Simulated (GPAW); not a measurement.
## How TaN absorbs and reflects light

Aim: the dielectric function of TaN, and the optical constants that follow from it.

Method: DFT, PBE, plane-wave PAW (GPAW data sets), scalar-relativistic, RPA, optical limit, in GPAW 26.7.0.

This is a report of a sequence of runs, with most program output left out.

## 1. Set-up

Symmetry: Fm-3m, No. 225, cubic system. The conventional cell has a = 4.358 Å, b = 4.358 Å, c = 4.358 Å, α = 90.00°, β = 90.00°, γ = 90.00°. Nearest to Ta lie 6 N at 2.18 Å. Nearest to N lie 6 Ta at 2.18 Å. Farther neighbours and most contacts between anions are not listed.

Structure file:

```cif
data_structure
_symmetry_space_group_name_H-M 'P 1'
_symmetry_Int_Tables_number 1
_cell_length_a 3.0816
_cell_length_b 3.0816
_cell_length_c 3.0816
_cell_angle_alpha 60.000
_cell_angle_beta 60.000
_cell_angle_gamma 60.000
_cell_volume 20.69
loop_
_atom_site_label
_atom_site_type_symbol
_atom_site_fract_x
_atom_site_fract_y
_atom_site_fract_z
_atom_site_occupancy
Ta1 Ta 0.50000 0.50000 0.50000 1
N2 N 0.00000 0.00000 0.00000 1
```

## 2. Ground state

First the ground state: is it a metal or has it a gap?

This step: DFT, PBE, plane-wave PAW (GPAW data sets), scalar-relativistic, ground state (GPAW 26.7.0).

Contents of gs.py:

```python
from ase import Atoms
from ase.dft.bandgap import bandgap
from gpaw import GPAW, PW, FermiDirac

atoms = Atoms(['Ta', 'N'],
              cell=[[0.000000000000, 2.179000000000, 2.179000000000],
                    [2.179000000000, 0.000000000000, 2.179000000000],
                    [2.179000000000, 2.179000000000, 0.000000000000]],
              scaled_positions=[[0.500000000000, 0.500000000000, 0.500000000000],
                                [0.000000000000, 0.000000000000, 0.000000000000]],
              pbc=[True, True, True])
atoms.calc = GPAW(mode=PW(500), xc='PBE', kpts={'size': (9, 9, 9), 'gamma': True},
                  occupations=FermiDirac(0.05), maxiter=150, txt='gs.txt')
print('energy (eV)', atoms.get_potential_energy())
print('Fermi level (eV)', atoms.calc.get_fermi_level())
print('valence electrons', atoms.calc.get_number_of_electrons())
print('gap (eV)', bandgap(atoms.calc, output=None)[0])
print('direct gap (eV)', bandgap(atoms.calc, direct=True, output=None)[0])
atoms.calc.write('gs.gpw')
```

The run is started by

```sh
> OMP_NUM_THREADS=1 python gs.py
```

Wall time 6.2 s (1 thread of Arm Neoverse V1, shared host); peak memory 0.13 GiB.

Numbers from this step:

```
energy       : -19.35 eV
Fermi energy : 15.93 eV
electrons    : 18
```

There are states at the Fermi level within the smearing, so the occupations stay smeared and the carriers get a Drude term.

## 3. Bands for the response

The response needs many more empty bands than the density does.

This step: DFT, PBE, plane-wave PAW (GPAW data sets), scalar-relativistic, bands at fixed density (GPAW 26.7.0).

Contents of nscf.py:

```python
from ase.dft.bandgap import bandgap
from gpaw import GPAW, FermiDirac

calc = GPAW('gs.gpw').fixed_density(kpts={'size': (14, 14, 14), 'gamma': True}, nbands=28, convergence={'bands': 22},
                                    occupations=FermiDirac(0.05), txt='nscf.txt')
print('gap (eV)', bandgap(calc, output=None)[0])
print('direct gap (eV)', bandgap(calc, direct=True, output=None)[0])
print('top band over the Fermi level (eV)', min(calc.get_eigenvalues(kpt=k)[21] for k in range(len(calc.get_ibz_k_points()))) - calc.get_fermi_level())
calc.write('full.gpw', mode='all')
```

The run is started by

```sh
> OMP_NUM_THREADS=1 python nscf.py
```

Elapsed: 19 s, on 1 thread; peak memory 0.17 GiB.

## 4. Dielectric function, RPA

Local fields let the induced charge screen the field inside the cell, which as a rule lowers ε, most along directions where the density is uneven.

This step: DFT, PBE, plane-wave PAW (GPAW data sets), scalar-relativistic, RPA, optical limit (GPAW 26.7.0).

Contents of df.py:

```python
from gpaw.response.df import DielectricFunction

df = DielectricFunction('full.gpw', frequencies={'type': 'nonlinear', 'domega0': 0.03, 'omega2': 8},
                        ecut=60,
                        eta=0.2,
                        nbands=22,
                        rate=0.1,
                        txt='df.txt')
for direction in ['x']:
    df.get_dielectric_function(xc='RPA', direction=direction, filename=f'df_{direction}.csv')
```

The run is started by

```sh
> OMP_NUM_THREADS=1 python df.py
```

The job ended after 7.2 s (1 thread; peak memory 0.22 GiB).

Some rows of df_x.csv (energy; Re and Im without local fields; Re and Im with them):

```text
0.000000, 10404.427533, -0.000000, 10404.401931, -0.000000
0.555532, -372.792531, 221.157745, -372.880771, 221.201224
1.143969, -96.787260, 28.554124, -96.861628, 28.558028
1.768324, -38.325737, 11.393142, -38.397677, 11.405197
2.431988, -19.135871, 5.420977, -19.216876, 5.429832
3.138794, -8.525744, 2.823841, -8.613790, 2.824393
3.893091, -2.884782, 3.158820, -2.975683, 3.154871
4.699832, 0.877433, 3.150731, 0.768137, 3.137827
5.564682, 1.744795, 4.482940, 1.679260, 4.453995
6.494155, 3.178272, 6.336091, 3.130766, 6.314451
7.495775, 1.672187, 7.021215, 1.604003, 7.052585
8.578281, 0.747058, 7.465964, 0.676695, 7.468506
9.751884, -0.043286, 6.409610, -0.146844, 6.449309
11.028587, -1.255569, 5.489005, -1.466925, 5.508269
12.422601, -3.406172, 4.074696, -3.503932, 3.936649
13.950874, -1.749604, 1.966214, -1.822694, 1.841603
15.633783, -0.884270, 1.243291, -0.964749, 1.166744
17.496047, -0.236858, 1.390397, -0.259844, 1.226285
19.567954, -0.102653, 1.002479, -0.111776, 0.925415
```

Sum at mesh points, not converged in k. Im ε, E ∥ x against photon energy; read off at these points:

```tsv
photon energy (eV)	Im ε, E ∥ x
1	40.8
2	9.17
3	3.04
4	3.04
5	4.37
6	4.90
7	6.59
8	6.25
9	6.45
10	6.69
11	5.51
12	5.16
13	2.52
14	1.83
15	1.45
16	1.28
17	1.06
18	1.25
19	1.13
20	0.936
21	1.17
```

Values under 1 per cm are given as 1; sum at mesh points, not converged in k. The absorption coefficient, E ∥ x by photon energy:

photon energy (eV), log10 absorption coefficient, E ∥ x (1/cm) and a bar from the least value:
```
     1.01        6.1 #############
     1.99        6.0 ############
     3.02        6.0 ##########
     3.98        5.9 ####
     4.98        5.8 
     6.02        5.9 ###
     6.99        6.0 ############
     8.03        6.1 ###############
     9.02        6.2 ####################
    10.03        6.3 ########################
    11.03        6.3 ##########################
    12.02        6.4 ##############################
    13.00        6.4 #############################
    14.04        6.3 ##########################
    14.96        6.3 ########################
    16.03        6.2 #####################
    16.96        6.2 ###################
    18.05        6.2 #####################
    18.97        6.2 #####################
    20.06        6.1 ################
    20.95        6.2 #####################
```

Sum at mesh points, not converged in k. The reflectivity at normal incidence, E ∥ x by photon energy; read off at these points:

```tsv
photon energy (eV)	reflectivity at normal incidence, E ∥ x (%)
1.0	94.9
2.0	90.1
3.0	85.4
4.0	49.9
5.0	23.2
6.0	23.5
7.0	30.6
8.0	29.4
9.0	34.7
10.0	37.6
11.0	39.4
12.0	47.4
13.0	56.3
13.3	57.5
14.0	48.4
15.0	44.7
16.0	33.5
17.0	27.6
18.0	26.3
19.0	25.5
20.0	15.1
21.0	18.8
```

Sum at mesh points, not converged in k. Table of Im ε, E ∥ x by photon energy; read off at these points:

```tsv
photon energy (eV)	without local fields	with local fields
0.5	293	293
1.0	40.8	40.8
1.5	15.8	15.8
2.0	9.16	9.17
2.5	5.01	5.02
3.0	3.03	3.04
3.5	2.94	2.94
4.0	3.04	3.04
4.5	3.18	3.17
5.0	4.41	4.37
5.5	4.50	4.46
6.0	4.94	4.90
6.5	6.36	6.34
7.0	6.56	6.59
7.5	7.01	7.05
8.0	6.23	6.25
8.5	7.49	7.48
9.0	6.43	6.45
9.5	6.38	6.42
10.0	6.64	6.69
10.5	6.05	6.10
11.0	5.49	5.51
11.5	5.38	5.30
12.0	5.31	5.16
12.5	3.79	3.66
13.0	2.64	2.52
13.5	1.88	1.78
14.0	1.95	1.83
14.5	1.51	1.43
15.0	1.54	1.45
15.5	1.31	1.23
16.0	1.38	1.28
16.5	1.21	1.09
17.0	1.22	1.06
17.5	1.39	1.23
18.0	1.34	1.25
18.5	1.12	1.02
19.0	1.18	1.13
19.5	1.01	0.928
20.0	1.05	0.936
20.5	1.38	1.23
21.0	1.17	1.17
21.5	1.15	1.15
```

The loss function −Im 1/ε at q → 0, E ∥ x has structure finer than the step of the table below, so its rows give means over 0.5 eV, whole bins alone (the curve runs from 0.305 to 21.9 eV). Peaks (eV: height): 4.61: 0.326, 18.50: 0.933, 19.81: 1.10.

Sum at mesh points, not converged in k. Loss function −Im 1/ε at q → 0, E ∥ x against energy loss; means over each step:

```tsv
energy loss (eV)	loss function −Im 1/ε at q → 0, E ∥ x
1.0	0.00232
1.5	0.00497
2.0	0.00952
2.5	0.0154
3.0	0.0282
3.5	0.0852
4.0	0.204
4.5	0.309
5.0	0.214
5.5	0.199
6.0	0.157
6.5	0.130
7.0	0.141
7.5	0.142
8.0	0.147
8.5	0.133
9.0	0.152
9.5	0.155
10.0	0.151
10.5	0.158
11.0	0.168
11.5	0.168
12.0	0.149
12.5	0.145
13.0	0.166
13.5	0.228
14.0	0.276
14.5	0.323
15.0	0.387
15.5	0.481
16.0	0.586
16.5	0.640
17.0	0.813
17.5	0.774
18.0	0.737
18.5	0.879
19.0	0.850
19.5	1.05
20.0	1.04
20.5	0.821
21.0	0.845
21.5	0.854
```

At chosen wavelengths:

```tsv
wavelength (nm)	n	k	R (%)	1/α
1550	2.72	14.386	95.1	8.6 nm
1064	1.40	9.755	94.4	8.7 nm
800	1.03	7.207	92.6	8.8 nm
633	0.85	5.629	90.3	8.9 nm
532	0.68	4.675	89.0	9.1 nm
405	0.47	3.127	84.4	10 nm
365	0.56	2.506	74.2	12 nm
```

In reflection the computed colour is near white: x = 0.316, y = 0.332, luminous reflectivity 89 %.

## 5. Summary of results

What this shows: At this level (PBE, RPA) TaN is a metal. The mesh is too coarse to trust the carriers' weight, the reflectivity or the colour to better than tens of per cent. In reflection the computed colour is near white: x = 0.316, y = 0.332, luminous reflectivity 89 %. The carriers' damping of 0.1 eV is typed, not computed; it shapes the response at the lowest energies. Spin-orbit coupling is left out although heavy atoms are present. In this version of GPAW the matrix elements of the optical limit are incomplete, which can lower ε − 1 by up to a tenth where first-row anions or d states rule, and shift it by more in d metals. GPAW's carrier term has the form −ωp²/(ω + i·rate)², which damps like twice the rate and fails at low energy, so the curves leave the lowest energies out. The sum runs over mesh points 0.18 Å⁻¹ apart with no interpolation, so peaks are partly noise of the mesh, and the Drude plasma energy, a sum over the Fermi surface, isn't converged.

[Machine, clock and banner lines and Python warnings are left out of the logs.]

[Logs are printed without paths, hosts, clocks, repeated set-up lines and the standing remarks that a program may print on its own settings, such as how far it seeks lower states.]

[Hosts, paths, dates, database ids (printed as entryN), source tags and the programs' standing remarks are cut or masked in the printed files.]
